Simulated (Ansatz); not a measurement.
# Fitting and testing ρ(T) of SrAs2Ru2 (I4/mmm)

Aim: condense the phonon-limited resistivity of SrAs2Ru2 (I4/mmm) into a transport Debye temperature and an amplitude, and test the fit on a temperature held back.

The resistivities were computed with Ansatz 0.2.0 (DFT PBEsol, scalar-relativistic, plane waves, PAW) from the linearised Boltzmann equation with harmonic phonons, on q 4×4×4, k 12×12×12, scattering 20×20×20; the fit below is done by hand on them.

### 1. Computed resistivities

Symmetry: I4/mmm, No. 139, tetragonal system. The conventional cell has a = 4.167 Å, b = 4.167 Å, c = 10.950 Å, α = 90.00°, β = 90.00°, γ = 90.00°. Around Sr on site a lie 10 As at 3.32 to 3.95 Å and 8 Ru at 3.44 Å. Around As on site e lie 4 Ru at 2.41 Å and 5 As at 3.05 to 3.82 Å and 5 Sr at 3.32 to 3.95 Å. Ru on site d is surrounded by 4 As at 2.41 Å and 4 Ru at 2.95 Å and 4 Sr at 3.44 Å.

This is the relaxed cell of the run, from steps not shown here.

The mean resistivity of the three axes from 50 to 800 K, with one row held back; the colder rows stay outside the fit and test it at the end:

```csv
T (K),ρ (μΩ cm)
50,3.352
80,7.893
100,11.05
150,18.87
200,26.48
273,37.30
300,41.24
400,55.63
500,69.69
600,?
800,109.7
```

### 2. Model and fit

Bloch and Grüneisen's form is ρ(T) = A (T/Θ)⁵ J₅(Θ/T), with J₅(z) the integral of x⁵/((eˣ − 1)(1 − e⁻ˣ)) from 0 to z. It goes as T⁵ far below Θ and as A T/(4Θ) far above. For a trial Θ the best A is the geometric mean of ρ/[(T/Θ)⁵ J₅] over the rows, and the scatter of that ratio measures the fit:

```csv
Θ (K),A (μΩ cm),scatter (%)
118,59.85,13.6
156,82.38,7.7
176,95.28,4.2
196,109.0,1.6
216,123.7,4.4
244,146.0,10.3
294,191.7,21.7
```

The scatter is least at Θ = 196 K, with A = 109.0 μΩ cm (1.6 % r.m.s.).

```csv
T (K),computed,fit
50,3.352,3.292
80,7.893,8.115
100,11.05,11.32
150,18.87,19.00
200,26.48,26.38
273,37.30,36.90
300,41.24,40.74
400,55.63,54.89
500,69.69,68.94
800,109.7,110.9
```

### 3. Prediction and check

At T = 600 K, Θ/T = 0.327, J₅ = 0.002830 and (T/Θ)⁵ = 268.8, so the fit gives 82.94 μΩ cm. The computed value is 83.38 μΩ cm: the fit is off by -0.52 %. Outside its range, at 20 K, it gives 0.139 against 0.228 μΩ cm computed, 0.61 times that; at that temperature the run's own test moves by 18 % between meshes in the component that moves most. Among the rows used, the largest miss is +2.8 %, at 80 K.

### 4. What the two numbers mean

Θ = 196 K is 1.49 times ħω_log/k_B (132 K) and 0.48 of the highest phonon frequency (410 K). The high-temperature slope of the fit, A/(4Θ), is 0.139 μΩ cm/K. The same slope from the run's transport coupling and plasma energy, 2π k_B λ_tr/(ħ ε₀ ω_p²) with λ_tr = 0.514, 0.514, 0.371 (xx, yy, zz) and ħω_p = 3.23, 3.23, 3.94 (xx, yy, zz) eV, is 0.164 μΩ cm/K in the mean of the axes, +18.2 % from it. For comparison, the computed rows rise by 0.132 μΩ cm/K between the two hottest.

### 5. Results

```json
{
  "Θ": "196 K",
  "A": "109.0 μΩ cm",
  "scatter of the fit": "1.6 %",
  "held-back row at 600 K, fit against computed": "82.94 against 83.38 μΩ cm"
}
```

**Reading.** Two numbers, Θ = 196 K and A = 109 μΩ cm, hold the computed ρ(T) from 50 to 800 K within 1.56 % r.m.s. and predict the held-back row within 0.52 %. At 20 K, outside the rows fitted, it gives 0.61 times the computed value. By the run's own test the resistivity at 300 K moves by 9 % between its two finest scattering meshes, in the component that moves most. The mean hides an anisotropy: at 300 K the components are 48.6, 48.6, 26.5 (xx, yy, zz) μΩ cm. The relaxed volume lies -4.3 % from the database entry, whose temperature is not recorded here; volume shifts the phonons and ρ. The fit describes the calculation: impurities, thermal expansion, changes of phase and anharmonicity are in neither.

[Logs are printed without paths, hosts, clocks, repeated set-up lines and the standing remarks that a program may print on its own settings, such as how far it seeks lower states.]

[Hosts, paths, dates, database ids (printed as entryN), source tags and the programs' standing remarks are cut or masked in the printed files.]
